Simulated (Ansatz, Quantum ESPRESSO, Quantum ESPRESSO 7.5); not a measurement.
## Ballistic transmission: vacuum gap of 7.0 Å between two Li(110) faces

How well does the junction conduct in the ballistic limit? It is: vacuum gap of 7.0 Å between two Li(110) faces.

Calculated with Quantum ESPRESSO 7.5; plane-wave DFT, PBE, GBRV ultrasoft pseudopotentials (cross-check by Ansatz 0.2.0 with PAW datasets).

## Step 1: Set-up

The cell holds 12 atoms: 12 Li. Cell: a = 3.440 Å, b = 2.979 Å, c = 33.757 Å, α = 90.0°, β = 90.0°, γ = 54.7°. It derives from Li. Regions: left lead, 6 atoms (6 Li); right lead, 6 atoms (6 Li). The structure is stacked along c, and the current runs across the ab planes.

## Step 2: Self-consistent run

One periodic cell holds a stretch of lead, the junction and more lead; the atoms stay as built.

Input file scf.in:

```
&control
  prefix = 'scf'
  outdir = './out'
  pseudo_dir = './pseudo'
  calculation = 'scf'
  tprnfor = .true.
/
&system
  ibrav = 0
  nat = 12
  ntyp = 1
  ecutwfc = 40
  ecutrho = 200
  occupations = 'smearing'
  smearing = 'mv'
  degauss = 0.01
/
&electrons
  conv_thr = 1e-07
  mixing_beta = 0.25
  electron_maxstep = 120
  mixing_mode = 'local-TF'
/
ATOMIC_SPECIES
  Li  6.9400  li_pbe_v1.4.uspp.F.UPF
CELL_PARAMETERS angstrom
  3.44000000000000 0.00000000000000 0.00000000000000
  1.72000000000000 2.43244732728172 0.00000000000000
  0.00000000000000 0.00000000000000 33.75692060009896
ATOMIC_POSITIONS crystal
  Li  0.000000000000 0.000000000000 0.000000000000
  Li  0.500000000000 0.000000000000 0.072057737615
  Li  0.000000000000 0.000000000000 0.144115475229
  Li  0.500000000000 0.000000000000 0.216173212844
  Li  0.000000000000 0.000000000000 0.288230950459
  Li  0.500000000000 0.000000000000 0.360288688073
  Li  0.000000000000 0.000000000000 0.567653574312
  Li  0.500000000000 0.000000000000 0.639711311927
  Li  0.000000000000 0.000000000000 0.711769049541
  Li  0.500000000000 0.000000000000 0.783826787156
  Li  0.000000000000 0.000000000000 0.855884524771
  Li  0.500000000000 0.000000000000 0.927942262385
K_POINTS automatic
  8 10 1 0 0 0
```

Launch:

```sh
$ OMP_NUM_THREADS=1 mpirun -n 2 pw.x -nk 2 -in scf.in > scf.out
```

What it wrote:

```text
Program PWSCF v.7.5 starts
[citation notice left out]

     Parallel version (MPI & OpenMP), running on       2 processor cores
     Number of MPI processes:                 2
     Threads/MPI process:                     1

     MPI processes distributed on     1 nodes
[...]
Current dimensions of program PWSCF are:
     Max number of different atomic species (ntypx) = 10
     Max number of k-points (npk) =  40000
     Max angular momentum in pseudopotentials (lmaxx) =  4
     Message from routine setup:
     using ibrav=0 with symmetry is DISCOURAGED, use correct ibrav instead

     K-points division:     npool     =       2
     Subspace diagonalization in iterative solution of the eigenvalue problem:
     a serial algorithm will be used

     G-vector sticks info
     --------------------
     sticks:   dense  smooth     PW     G-vecs:    dense   smooth      PW
     Sum         475     383    129                91125    65211   12809

     Using Slab Decomposition

     bravais-lattice index     =            0
     lattice parameter (alat)  =       6.5007  a.u.
     unit-cell volume          =    1906.1686 (a.u.)^3
     number of atoms/cell      =           12
     number of atomic types    =            1
     number of electrons       =        36.00
     number of Kohn-Sham states=           22
     kinetic-energy cutoff     =      40.0000  Ry
     charge density cutoff     =     200.0000  Ry
     scf convergence threshold =      1.0E-07
     mixing beta               =       0.2500
     number of iterations used =            8  local-TF  mixing
     Exchange-correlation=  SLA  PW   PBX  PBC
                           (   1   4   3   4   0   0   0)

     celldm(1)=   6.500658  celldm(2)=   0.000000  celldm(3)=   0.000000
     celldm(4)=   0.000000  celldm(5)=   0.000000  celldm(6)=   0.000000

     crystal axes: (cart. coord. in units of alat)
               a(1) = (   1.000000   0.000000   0.000000 )
               a(2) = (   0.500000   0.707107   0.000000 )
               a(3) = (   0.000000   0.000000   9.813058 )

     reciprocal axes: (cart. coord. in units 2 pi/alat)
               b(1) = (  1.000000 -0.707107  0.000000 )
               b(2) = (  0.000000  1.414214  0.000000 )
               b(3) = (  0.000000  0.000000  0.101905 )

     PseudoPot. # 1 for Li read from file:
     ./pseudo/li_pbe_v1.4.uspp.F.UPF
     Pseudo is Ultrasoft, Zval =  3.0
     Generated by new atomic code, or converted to UPF format
     Using radial grid of  751 points,  5 beta functions with:
                l(1) =   0
                l(2) =   0
                l(3) =   0
                l(4) =   1
                l(5) =   1
     Q(r) pseudized with 10 coefficients,  rinner =    1.150   1.150   1.150

     atomic species   valence    mass     pseudopotential
     Li                3.00     6.94000     Li( 1.00)

      4 Sym. Ops. (no inversion) found

   Cartesian axes

     site n.     atom                  positions (alat units)
         1        Li     tau(   1) = (   0.0000000   0.0000000   0.0000000  )
         2        Li     tau(   2) = (   0.5000000   0.0000000   0.7071068  )
         3        Li     tau(   3) = (   0.0000000   0.0000000   1.4142136  )
         4        Li     tau(   4) = (   0.5000000   0.0000000   2.1213203  )
         5        Li     tau(   5) = (   0.0000000   0.0000000   2.8284271  )
         6        Li     tau(   6) = (   0.5000000   0.0000000   3.5355339  )
         7        Li     tau(   7) = (   0.0000000   0.0000000   5.5704176  )
         8        Li     tau(   8) = (   0.5000000   0.0000000   6.2775244  )
         9        Li     tau(   9) = (   0.0000000   0.0000000   6.9846312  )
        10        Li     tau(  10) = (   0.5000000   0.0000000   7.6917380  )
        11        Li     tau(  11) = (   0.0000000   0.0000000   8.3988448  )
        12        Li     tau(  12) = (   0.5000000   0.0000000   9.1059515  )

     number of k points=    39  Marzari-Vanderbilt smearing, width (Ry)=  0.0100
                       cart. coord. in units 2pi/alat
        k(    1) = (   0.0000000   0.0000000   0.0000000), wk =   0.0250000
        k(    2) = (   0.0000000   0.1414214   0.0000000), wk =   0.0500000
        k(    3) = (   0.0000000   0.2828427   0.0000000), wk =   0.0500000
        k(    4) = (   0.0000000   0.4242641   0.0000000), wk =   0.0500000
        k(    5) = (   0.0000000   0.5656854   0.0000000), wk =   0.0500000
        k(    6) = (   0.0000000  -0.7071068   0.0000000), wk =   0.0250000
        k(    7) = (   0.1250000  -0.0883883   0.0000000), wk =   0.0500000
        k(    8) = (   0.1250000   0.0530330   0.0000000), wk =   0.0500000
        k(    9) = (   0.1250000   0.1944544   0.0000000), wk =   0.0500000
        k(   10) = (   0.1250000   0.3358757   0.0000000), wk =   0.0500000
[...]
k(   39) = (  -0.5000000   0.6363961   0.0000000), wk =   0.1000000

     Dense  grid:    91125 G-vectors     FFT dimensions: (  30,  25, 288)

     Smooth grid:    65211 G-vectors     FFT dimensions: (  27,  24, 270)

     Estimated max dynamical RAM per process >     184.33 MB

     Estimated total dynamical RAM >     346.41 MB

     Initial potential from superposition of free atoms

     starting charge      30.5911, renormalised to      36.0000
     Starting wfcs are   60 randomized atomic wfcs

     total cpu time spent up to now is        5.4 secs

     per-process dynamical memory:   129.4 Mb

     Self-consistent Calculation

     iteration #  1     ecut=    40.00 Ry     beta= 0.25
     Davidson diagonalization with overlap
     ethr =  1.00E-02,  avg # of iterations =  1.6

     total cpu time spent up to now is       10.6 secs

     total energy              =    -174.53762691 Ry
     estimated scf accuracy    <       2.38588440 Ry

     iteration #  2     ecut=    40.00 Ry     beta= 0.25
[...]
total energy              =    -173.56239326 Ry
     estimated scf accuracy    <       1.61041969 Ry

     iteration #  3     ecut=    40.00 Ry     beta= 0.25
[...]
total energy              =    -173.58332405 Ry
     estimated scf accuracy    <       0.09012193 Ry

     iteration #  4     ecut=    40.00 Ry     beta= 0.25
[...]
total energy              =    -173.65532212 Ry
     estimated scf accuracy    <       0.52918798 Ry

     iteration #  5     ecut=    40.00 Ry     beta= 0.25
[...]
total energy              =    -173.63842760 Ry
     estimated scf accuracy    <       0.63355807 Ry

     iteration #  6     ecut=    40.00 Ry     beta= 0.25
[...]
total energy              =    -173.63012018 Ry
     estimated scf accuracy    <       0.37009522 Ry

     iteration #  7     ecut=    40.00 Ry     beta= 0.25
[...]
total energy              =    -173.63004230 Ry
     estimated scf accuracy    <       0.20601097 Ry

     iteration #  8     ecut=    40.00 Ry     beta= 0.25
[...]
total energy              =    -173.62402077 Ry
     estimated scf accuracy    <       0.19080854 Ry

     iteration #  9     ecut=    40.00 Ry     beta= 0.25
[...]
total energy              =    -173.62439264 Ry
     estimated scf accuracy    <       0.02843203 Ry

     iteration # 10     ecut=    40.00 Ry     beta= 0.25
[...]
total energy              =    -173.62490161 Ry
     estimated scf accuracy    <       0.00178649 Ry

     iteration # 11     ecut=    40.00 Ry     beta= 0.25
[...]
total energy              =    -173.62588335 Ry
     estimated scf accuracy    <       0.00099205 Ry

     iteration # 12     ecut=    40.00 Ry     beta= 0.25
[...]
total energy              =    -173.62544491 Ry
     estimated scf accuracy    <       0.00459784 Ry

     iteration # 13     ecut=    40.00 Ry     beta= 0.25
[...]
total energy              =    -173.62567426 Ry
     estimated scf accuracy    <       0.00094002 Ry

     iteration # 14     ecut=    40.00 Ry     beta= 0.25
[...]
total energy              =    -173.62575004 Ry
     estimated scf accuracy    <       0.00096197 Ry

[...]
iteration # 22     ecut=    40.00 Ry     beta= 0.25
[...]
total energy              =    -173.62577419 Ry
     estimated scf accuracy    <       0.00000762 Ry

     iteration # 23     ecut=    40.00 Ry     beta= 0.25
[...]
total energy              =    -173.62577441 Ry
     estimated scf accuracy    <       0.00003975 Ry

     iteration # 24     ecut=    40.00 Ry     beta= 0.25
[...]
total energy              =    -173.62577092 Ry
     estimated scf accuracy    <       0.00003720 Ry

     iteration # 25     ecut=    40.00 Ry     beta= 0.25
[...]
total energy              =    -173.62577161 Ry
     estimated scf accuracy    <       0.00000290 Ry

     iteration # 26     ecut=    40.00 Ry     beta= 0.25
[...]
total energy              =    -173.62577188 Ry
     estimated scf accuracy    <       0.00001102 Ry

     iteration # 27     ecut=    40.00 Ry     beta= 0.25
[...]
total energy              =    -173.62577223 Ry
     estimated scf accuracy    <       0.00000072 Ry

     iteration # 28     ecut=    40.00 Ry     beta= 0.25
[...]
total energy              =    -173.62577233 Ry
     estimated scf accuracy    <       0.00000038 Ry

     iteration # 29     ecut=    40.00 Ry     beta= 0.25
[...]
End of self-consistent calculation

          k = 0.0000 0.0000 0.0000 (  8187 PWs)   bands (ev):

   -46.4924 -46.4924 -46.0608 -46.0608 -46.0592 -46.0559 -46.0501 -46.0469
   -46.0465 -46.0436 -46.0309 -46.0309  -3.0746  -2.9880  -2.8592  -2.6566
    -2.4018  -2.0745  -1.7112  -1.2576  -0.8201  -0.2616

          k = 0.0000 0.1414 0.0000 (  8183 PWs)   bands (ev):

   -46.4909 -46.4909 -46.0592 -46.0591 -46.0575 -46.0542 -46.0486 -46.0454
   -46.0451 -46.0423 -46.0295 -46.0295  -2.8852  -2.7981  -2.6685  -2.4650
    -2.2084  -1.8795  -1.5131  -1.0565  -0.6125  -0.0484

          k = 0.0000 0.2828 0.0000 (  8185 PWs)   bands (ev):

   -46.4869 -46.4869 -46.0549 -46.0549 -46.0528 -46.0499 -46.0446 -46.0414
   -46.0412 -46.0388 -46.0259 -46.0258  -2.3163  -2.2280  -2.0961  -1.8894
    -1.6281  -1.2942  -0.9191  -0.4545   0.0075   0.5864

          k = 0.0000 0.4243 0.0000 (  8163 PWs)   bands (ev):

   -46.4820 -46.4820 -46.0497 -46.0497 -46.0471 -46.0446 -46.0397 -46.0366
   -46.0364 -46.0346 -46.0213 -46.0213  -1.3755  -1.2847  -1.1483  -0.9360
    -0.6660  -0.3237   0.0652   0.5416   1.0290   1.6268

          k = 0.0000 0.5657 0.0000 (  8156 PWs)   bands (ev):

   -46.4781 -46.4781 -46.0455 -46.0455 -46.0425 -46.0402 -46.0358 -46.0326
   -46.0325 -46.0311 -46.0176 -46.0176  -0.1377  -0.0413   0.1050   0.3305
     0.6184   0.9790   1.3928   1.8896   2.4106   3.0258

          k = 0.0000-0.7071 0.0000 (  8140 PWs)   bands (ev):

   -46.4766 -46.4766 -46.0439 -46.0439 -46.0407 -46.0386 -46.0343 -46.0311
   -46.0310 -46.0298 -46.0162 -46.0162   0.7462   0.8531   1.0179   1.2697
     1.5947   1.9988   2.4712   3.0292   3.7081   3.7538

[...]
the Fermi energy is     0.5136 ev

!    total energy              =    -173.62577233 Ry
     estimated scf accuracy    <       0.00000001 Ry
     smearing contrib. (-TS)   =      -0.00029071 Ry
     internal energy E=F+TS    =    -173.62548162 Ry

     The total energy is F=E-TS. E is the sum of the following terms:
     one-electron contribution =    -226.15678496 Ry
     hartree contribution      =      98.02200332 Ry
     xc contribution           =     -40.47181169 Ry
     ewald contribution        =      -5.01888830 Ry

     convergence has been achieved in  29 iterations

     Forces acting on atoms (cartesian axes, Ry/au):

     atom    1 type  1   force =     0.00000000   -0.00000000   -0.00001359
     atom    2 type  1   force =     0.00000000    0.00000000   -0.00061195
     atom    3 type  1   force =     0.00000000    0.00000000   -0.00022599
     atom    4 type  1   force =     0.00000000    0.00000000    0.00037555
     atom    5 type  1   force =     0.00000000    0.00000000    0.00326912
     atom    6 type  1   force =     0.00000000    0.00000000   -0.00381819
     atom    7 type  1   force =     0.00000000    0.00000000    0.00384729
     atom    8 type  1   force =     0.00000000    0.00000000   -0.00329956
     atom    9 type  1   force =     0.00000000    0.00000000   -0.00040272
     atom   10 type  1   force =     0.00000000    0.00000000    0.00025580
     atom   11 type  1   force =     0.00000000    0.00000000    0.00063982
     atom   12 type  1   force =     0.00000000    0.00000000   -0.00001558

     Total force =     0.007222     Total SCF correction =     0.000156

[...]
=------------------------------------------------------------------------------=
   JOB DONE.
=------------------------------------------------------------------------------=
```

The job ended after 2.8 min (2 MPI ranks of Arm Neoverse V2, shared host; peak memory 0.39 GiB; 5.7 min of CPU time).

Numbers from this step:

| Quantity | Value |
| --- | --- |
| free energy | -2362.2990 eV |
| Fermi energy | 0.5136 eV |

The program's own clock; routines nest. Time by routine:

```tsv
routine	wall time (s)	calls
PWSCF	169.8	1
electrons	163.5	1
c_bands	133.9	29
cegterg	124.7	580
h_psi	102.2	2364
fftw	89.63	75106
vloc_psi	81.62	2364
sum_band	22.53	29
calbec	14.46	3024
add_vuspsi	10.32	2364
s_psi	10.25	2364
h_psi:calbec	10.06	2364
init_run	5.36	1
wfcinit	5.09	1
```

The run needed 29 iterations to bring the estimated error under 1e-07 Ry; the largest force on any atom, held or free, is 0.10 eV/Å.

(Continued in part 2 of 3.)

[Logs are printed without paths, hosts, clocks, repeated set-up lines and the standing remarks that a program may print on its own settings, such as how far it seeks lower states.]

[Hosts, paths, dates, database ids (printed as entryN), source tags and the programs' standing remarks are cut or masked in the printed files.]

[Maps of the electrostatic potential energy from Ansatz leave out the sawtooth potential of an applied field or a dipole correction, so their vacuum need not be flat; planar profiles and work functions include it.]
